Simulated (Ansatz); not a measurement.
**1T-PbF2 monolayer in a perpendicular field**

Wanted: the out-of-plane response of the 1T-PbF2 monolayer. A positive field points along +c.

Main program and level: Ansatz 0.2.0; plane-wave DFT, PBE-D3(BJ), Ansatz PAW, in the first sound run; inputs show where later runs differ.

The raw output is cut from this account; settings, times and results stay.

### Step 1. Set-up

The cell holds 3 atoms: 2 F and 1 Pb. Cell: a = 2.749 Å, b = 2.749 Å, c = 20.357 Å, α = 90.0°, β = 90.0°, γ = 120.0°. Vacuum lies along c.

### Step 2. Relaxation

The starting cell is a guess, so the in-plane lattice and the atoms are relaxed first, with the slab cut off from its images along the normal. The program lengthens the vector along the normal by itself, so c and the volume that it reports differ from the typed ones.

The input, input.yaml:

```yaml
crystal:
  lattice:
    - [2.749142, 0.0, 0.0]
    - [-1.374571, 2.3808268106, 0.0]
    - [0.0, 0.0, 20.3573446259]
  atoms:
    - { symbol: F, position: [0.6666666667, 0.3333333333, 0.4421008813] }
    - { symbol: Pb, position: [0.0, 0.0, 0.5] }
    - { symbol: F, position: [0.3333333333, 0.6666666667, 0.5578991187] }
  periodic: [true, true, false]
kpoints:
  mp_grid: { grid: [12, 12, 1] }
hamiltonian:
  xc: pbe
  dispersion: d3bj
scf:
  occupations: { method: fermi_dirac, width: 0.05 }
  convergence: { dr2_threshold: 1.0e-09 }
relax:
  f_tol: 0.004
  max_steps: 90
  cell: {}
output:
  write_potential: true
  write_density: true
  volumetric_format: npy
```

Run with:

```
> ansatz run input.yaml --threads 2 --pin off --max-ram 3072MiB --backend cpu --events-out ev --progress --plain --runs-dir out
```

The job ended after 71 s (2 threads of Arm Neoverse V2, shared host; peak memory 0.59 GiB).

Step by step (22 of 24):

```tsv
step	energy less that of the first step (eV)	largest force component (eV/Å)	volume (Å³)
1	0.0000	15.2216	186.64
2	-5.5578	7.4376	194.33
3	-8.4272	2.9215	213.30
4	-9.5302	1.1300	233.17
5	-9.9685	0.2743	254.33
6	-10.0072	0.0260	264.79
8	-10.0085	0.0001	263.59
9*	-10.6618	0.0270	263.59
10	-11.0745	0.0185	286.23
11	-11.3403	0.1184	309.34
12	-11.4508	0.1182	333.21
13	-11.4521	0.0228	339.50
14	-11.4527	0.0009	339.10
15*	-11.7088	0.0099	339.10
16	-11.8137	0.0203	362.00
17	-11.8210	0.0796	386.62
19	-11.8293	0.0069	382.08
20	-11.8296	0.0000	381.84
21*	-11.8749	0.0027	381.84
22	-11.8756	0.0017	386.78
23	-11.8750	0.0001	388.49
24*	-11.8780	0.0004	388.49
```

Relaxation steps marked * repeat the geometry before them on a plane-wave basis chosen anew for their cell, so energy and pressure can jump there. Other such steps can lie between the rows shown.

Forces are held to the 12 operations that the program found; a distortion that breaks them can't arise in this run.

```tsv
cell as run	before	after	change
a (Å)	2.749	3.966	+44.3 %
b (Å)	2.749	3.966	+44.3 %
```

The atoms that moved most (Å, along periodic axes as changes of fractional coordinates times the final cell, across vacuum about the mean position):

```tsv
atom	dx	dy	dz	length
F1	0.000	0.000	0.172	0.172
F3	0.000	0.000	-0.172	0.172
```

The relaxed structure:

```xyz
3
Lattice="3.9663 0.0000 0.0000 -1.9832 3.4350 0.0000 0.0000 0.0000 28.5147" Properties=species:S:1:pos:R:3
F     1.9832    1.1450    9.1717
Pb    0.0000    0.0000   10.1787
F     0.0000    2.2900   11.1856
```

This step gave:

* gap on the k-mesh: 3.454 eV

The lattice constant a goes from 2.749 to 3.966 Å.

### Step 3. Single point, field 0

A sawtooth potential applies the field, turning back in the middle of the vacuum. With the dipole correction the typed value is the field outside the slab. The induced dipole is small, so the SCF threshold is tight.

The cell differs from the one that the last finished run ended in (c 28.515 → 20.014 Å).

The input, input.yaml:

```yaml
crystal:
  lattice:
    - [3.9663416007, 0.0, 0.0]
    - [-1.9831708003, 3.4349525863, 0.0]
    - [0.0, 0.0, 20.0139353283]
  atoms:
    - { symbol: F, position: [0.6666666667, 0.3333333333, 0.4496866734] }
    - { symbol: Pb, position: [0.0, 0.0, 0.5] }
    - { symbol: F, position: [0.3333333333, 0.6666666667, 0.5503133266] }
kpoints:
  mp_grid: { grid: [18, 18, 1] }
  band_path:
    path: [[0, 0, 0], [0.5, 0, 0], [0.33333333, 0.33333333, 0], [0, 0, 0]]
    npoints: 16
hamiltonian:
  xc: pbe
  dispersion: d3bj
scf:
  occupations: { method: fermi_dirac, width: 0.02585 }
  convergence: { dr2_threshold: 1.0e-10 }
efield:
  axis: 3
  dipole_correction: true
  ramp_position: 0.97
  ramp_width: 0.06
  amplitude: 0
output:
  dos: { projected: true, e_range: [-6, 5] }
  bader: true
  write_potential: true
  write_density: true
  volumetric_format: npy
  elf: true
```

Wall time 20 s (2 threads); peak memory 0.53 GiB.

Numbers from this step:

```
gap on the k-mesh                  : 3.453 eV
dipole along the normal            : -2.21e-6 e·Å
gap along the path                 : 3.453 eV
smallest direct gap along the path : 4.665 eV
ionisation energy, upper face      : 6.995 eV
electron affinity, upper face      : 3.541 eV
gap, the smaller of path and mesh  : 3.453 eV
```

Running mean over a fixed 2.5 Å (it still follows the layers) of the planar mean; the ramp of the sawtooth is left out. Electron's electrostatic potential energy less the Fermi level against z:

```tsv
z (Å)	electron's electrostatic potential energy less the Fermi level (eV)
3.0	5.25
3.5	5.25
4.0	5.25
4.5	5.25
5.0	5.25
5.5	5.25
6.0	5.24
6.5	5.23
7.0	5.13
7.5	4.48
8.0	2.77
8.5	0.290
9.0	-2.28
9.5	-4.67
10.0	-5.75
10.5	-4.72
11.0	-2.35
11.5	0.219
12.0	2.71
12.5	4.44
13.0	5.13
13.5	5.23
14.0	5.24
14.5	5.25
15.0	5.25
15.5	5.25
16.0	5.25
16.5	5.25
17.0	5.25
```

The density of states has structure finer than the step of the table below, so its rows give means over 0.25 eV. Peaks (eV: height): -4.980: 13.4, -3.900: 12.7, -3.520: 32.2, -1.920: 6.42, 2.790: 4.86.

Table of density of states by energy, zero at the Fermi level of the run, which the smearing sets inside the gap; means over each step:

energy (eV), density of states (states/eV a cell) and a bar:
```
    -5.25        0.0 
    -5.00        5.4 ################
    -4.75        5.8 #################
    -4.50        2.8 ########
    -4.25        2.6 ########
    -4.00        5.2 ###############
    -3.75        6.4 ###################
    -3.50       10.2 ##############################
    -3.25        0.0 
    -3.00        0.6 ##
    -2.75        0.7 ##
    -2.50        0.9 ###
    -2.25        1.4 ####
    -2.00        3.1 #########
    -1.75        1.3 ####
    -1.50        0.0 
    -1.25        0.0 
    -1.00        0.0 
    -0.75        0.0 
    -0.50        0.0 
    -0.25        0.0 
     0.00        0.0 
     0.25        0.0 
     0.50        0.0 
     0.75        0.0 
     1.00        0.0 
     1.25        0.0 
     1.50        0.0 
     1.75        0.3 #
     2.00        0.6 ##
     2.25        0.7 ##
     2.50        0.8 ##
     2.75        2.2 ######
     3.00        1.5 ####
     3.25        1.0 ###
     3.50        0.7 ##
```

Projected DOS per atom over height of the atomic layer and energy from the Fermi level. Layers: F Pb F from below.

Ten even steps from '0' (0.0 states/eV) to '9' (4.4 states/eV), each cell a mean:
```
010
020
030
010
000
000
000
000
000
000
000
000
111
101
000
000
909
505
202
525
000
000
```
Columns: height of the atomic layer (Å) from 9 to 11.0; rows upwards: energy from the Fermi level (eV) from -5.96 to 3.67.

The electronic bands at the labelled points (eV, zero at the Fermi level of the run, which the smearing sets inside the gap):

```tsv
point	band 11	band 12	band 13	band 14	band 15	band 16	band 17	band 18
Γ	-3.94	-3.94	-3.61	-3.14	1.71	4.80	5.29	5.47
halfway	-3.86	-3.73	-3.51	-2.50	2.45	4.04	5.73	6.05
M	-3.79	-3.66	-3.53	-1.92	2.75	3.94	6.25	7.16
halfway	-4.06	-3.55	-3.49	-1.84	3.18	3.98	5.49	7.46
K	-4.30	-3.49	-3.49	-1.75	3.75	4.38	4.38	8.23
halfway	-3.96	-3.68	-3.50	-2.35	2.70	3.90	5.87	5.97
Γ	-3.94	-3.94	-3.61	-3.14	1.71	4.80	5.29	5.47
```

Electrostatic potential energy in the ca plane at fractional y = 0.000, with atoms of Pb within 0.2 Å of it. With pseudopotentials it is smooth inside the atoms' cores, unlike the true potential.

Ten even steps from '0' (-35 eV) to '9' (2 eV), each cell a mean:
```
99999999999999999998720000379999999999999999
99999999999999999999851001689999999999999999
99999999999999999999987557899999999999999999
99999999999999999999998889999999999999999999
99999999999999999999999999999999999999999999
99999999999999999999999999999999999999999999
99999999999999999999988778999999999999999999
99999999999999999999874124789999999999999999
99999999999999999998730000489999999999999999
99999999999999999998710110278999999999999999
```
Columns run along c (16.0 Å, from fractional 0.08 to 0.87 of the cell; values clipped at the 3rd and 97th percentile), rows up along a (4.0 Å). Atoms in or near the plane, at fractional coordinates: Pb at (0.50, 0.00).

Valence density in the ca plane at fractional y = 0.000, with atoms of Pb within 0.2 Å of it. It is the smooth field of the valence electrons, not physical close to the nuclei.

Values in e/Å³, 6 rows by 16 columns, each cell a mean:
```
0.0 0.0 0.0 0.0 0.0 0.0 0.0 0.4 4.1 1.4 0.0 0.0 0.0 0.0 0.0 0.0
0.0 0.0 0.0 0.0 0.0 0.0 0.0 0.1 0.5 0.2 0.0 0.0 0.0 0.0 0.0 0.0
0.0 0.0 0.0 0.0 0.0 0.0 0.0 0.1 0.1 0.1 0.0 0.0 0.0 0.0 0.0 0.0
0.0 0.0 0.0 0.0 0.0 0.0 0.0 0.1 0.1 0.1 0.0 0.0 0.0 0.0 0.0 0.0
0.0 0.0 0.0 0.0 0.0 0.0 0.0 0.1 1.1 0.4 0.0 0.0 0.0 0.0 0.0 0.0
0.0 0.0 0.0 0.0 0.0 0.0 0.0 0.5 5.7 1.9 0.0 0.0 0.0 0.0 0.0 0.0
```
Columns run along c (16.0 Å, from fractional 0.08 to 0.87 of the cell), rows up along a (4.0 Å). Atoms in or near the plane, at fractional coordinates: Pb at (0.50, 0.00).

ELF in the ca plane at fractional y = 0.000, with atoms of Pb within 0.2 Å of it. It is the smooth field of the valence electrons, not physical close to the nuclei.

Ten even steps from '0' (0.00) to '9' (0.45), each cell a mean:
```
00000000000000000014895017973100000000000000
00000000000000000001489889741000000000000000
00000000000000000000135775210000000000000000
00000000000000000012321111232100000000000000
00000000000000000135652002665310000000000000
00000000000000000124541112454210000000000000
00000000000000000011112442111000000000000000
00000000000000000001258998520000000000000000
00000000000000000003698349962000000000000000
00000000000000000015894005984100000000000000
```
Columns run along c (16.0 Å, from fractional 0.08 to 0.87 of the cell), rows up along a (4.0 Å). Atoms in or near the plane, at fractional coordinates: Pb at (0.50, 0.00).

The gap is 3.45 eV, with the valence edge 6.99 eV and the conduction edge 3.54 eV under the upper vacuum level. Spin-orbit coupling, left out in this run, matters for the bands of elements this heavy.

### Step 4. Single point, field 0.1 V/Å

Edit input.yaml of step 3 so:

```diff
@@ -25,6 +25,4 @@
   ramp_width: 0.06
-  amplitude: 0
+  amplitude: 0.1
 output:
-  dos: { projected: true, e_range: [-6, 5] }
-  bader: true
   write_potential: true
@@ -32,2 +30 @@
   volumetric_format: npy
-  elf: true
```

Wall time 15 s (2 threads); peak memory 0.52 GiB; 29 s of CPU time.

The dipole is 0.0192 e·Å, and the gap 3.452 eV.

### Step 5. Single point, field -0.1 V/Å

Edit input.yaml of step 4 so:

```diff
@@ -25,3 +25,3 @@
   ramp_width: 0.06
-  amplitude: 0.1
+  amplitude: -0.1
 output:
```

Elapsed: 15 s, on 2 threads; peak memory 0.51 GiB; 30 s of CPU time.

The dipole is -0.0192 e·Å, and the gap 3.452 eV.

### Step 6. Single point, field 0.2 V/Å

Edit input.yaml of step 5 so:

```diff
@@ -25,3 +25,3 @@
   ramp_width: 0.06
-  amplitude: -0.1
+  amplitude: 0.2
 output:
```

Run time: 15 s. Hardware: 2 threads; peak memory 0.52 GiB; 30 s of CPU time.

The dipole is 0.0384 e·Å, and the gap 3.449 eV.

### Step 7. Single point, field -0.2 V/Å

Edit input.yaml of step 6 so:

```diff
@@ -25,3 +25,3 @@
   ramp_width: 0.06
-  amplitude: 0.2
+  amplitude: -0.2
 output:
```

Elapsed: 15 s, on 2 threads; peak memory 0.52 GiB.

The dipole is -0.0384 e·Å, and the gap 3.449 eV.

### Step 8. Atoms held, field 0.35 V/Å

Edit input.yaml of step 7 so:

```diff
@@ -25,4 +25,6 @@
   ramp_width: 0.06
-  amplitude: -0.2
+  amplitude: 0.35
 output:
+  dos: { projected: true, e_range: [-6, 5] }
+  bader: true
   write_potential: true
@@ -30 +32,2 @@
   volumetric_format: npy
+  elf: true
```

It took 22 s on 2 threads; peak memory 0.52 GiB; 44 s of CPU time.

The dipole is 0.0673 e·Å, and the gap 3.439 eV.

### Step 9. Response, atoms held

This step: plane-wave DFT, PBE-D3(BJ), Ansatz PAW; response to a field along the normal, atoms held (Ansatz 0.2.0).

The dipoles give the slope, and the difference of two potentials shows where the field is screened.

Numbers from this step:

```
equivalent conductor thickness p/(ε₀AE) : 2.552 Å
distance between the outer atoms        : 2.014 Å
```

Table of dipole of the cell by applied field:

```tsv
applied field (V/Å)	dipole of the cell (e·Å)
-0.200	-0.0384
-0.100	-0.0192
0.000	-2.2e-6
0.100	0.0192
0.200	0.0384
0.350	0.0673
```

Local field over the applied field, running mean. From the potentials at -0.1 and 0.1 V/Å; running mean over 2.5 Å. Local field over applied field against z:

```tsv
z (Å)	local field over applied field
4.00	1.000
4.45	1.000
4.89	1.000
5.19	0.999
5.63	0.998
6.08	0.993
6.52	0.981
6.97	0.950
7.26	0.911
7.71	0.823
8.15	0.697
8.60	0.551
9.04	0.411
9.34	0.330
9.78	0.254
10.23	0.254
10.67	0.330
10.97	0.411
11.42	0.551
11.86	0.697
12.30	0.823
12.75	0.911
13.05	0.950
13.49	0.981
13.94	0.993
14.38	0.998
14.83	0.999
15.12	1.000
15.57	1.000
16.01	1.000
```

Electrons, planar mean, per unit field. The induced electron density by z:

```tsv
z (Å)	induced electron density (e/Å³ per V/Å)
4.00	-7.2e-8
4.45	5.3e-7
4.89	8.8e-7
5.19	2.2e-6
5.63	8.4e-6
6.08	2.6e-5
6.52	8.0e-5
6.97	2.3e-4
7.26	4.5e-4
7.71	0.00111
8.15	0.00228
8.60	0.00248
9.04	0.00348
9.34	0.00187
9.78	4.5e-5
10.23	-4.5e-5
10.67	-0.00187
10.97	-0.00348
11.42	-0.00248
11.86	-0.00228
12.30	-0.00111
12.75	-4.5e-4
13.05	-2.3e-4
13.49	-8.0e-5
13.94	-2.6e-5
14.38	-8.4e-6
14.83	-2.2e-6
15.12	-8.8e-7
15.57	-5.3e-7
16.01	7.2e-8
```

The smaller of the gaps on the path and on the k-mesh, counted as 0 under 0.03 eV; in a wide-gap layer a fall can come from a state in the tilted vacuum. Gap against applied field:

```tsv
applied field (V/Å)	gap (eV)
-0.200	3.45
-0.100	3.45
0.000	3.45
0.100	3.45
0.200	3.45
0.350	3.44
```

By hand: between -0.1 and 0.1 V/Å the dipole changes by 0.03843 e·Å, a slope of 0.1922 e·Å²/V. A perfect conductor of thickness t has p = ε₀AEt, so t = 180.95 × 0.1922 / 13.624 = 2.55 Å (e/ε₀ = 180.95 V·Å, A in Å²).

The induced dipole is that of a conductor 2.55 Å thick.

(Part 1 of 2 ends here.)

[Long decimals in the printed logs are rounded to 6 places.]

[Logs are printed without paths, hosts, clocks, repeated set-up lines and the standing remarks that a program may print on its own settings, such as how far it seeks lower states.]

[Hosts, paths, dates, database ids (printed as entryN), source tags and the programs' standing remarks are cut or masked in the printed files.]

[Maps of the electrostatic potential energy from Ansatz leave out the sawtooth potential of an applied field or a dipole correction, so their vacuum need not be flat; planar profiles and work functions include it.]

[The density of states shown here was stored with 400 of the rows of the run's finer table, so its peaks can read low, often by over a quarter, or be missed, and its means over a window can be off by a tenth or more.]
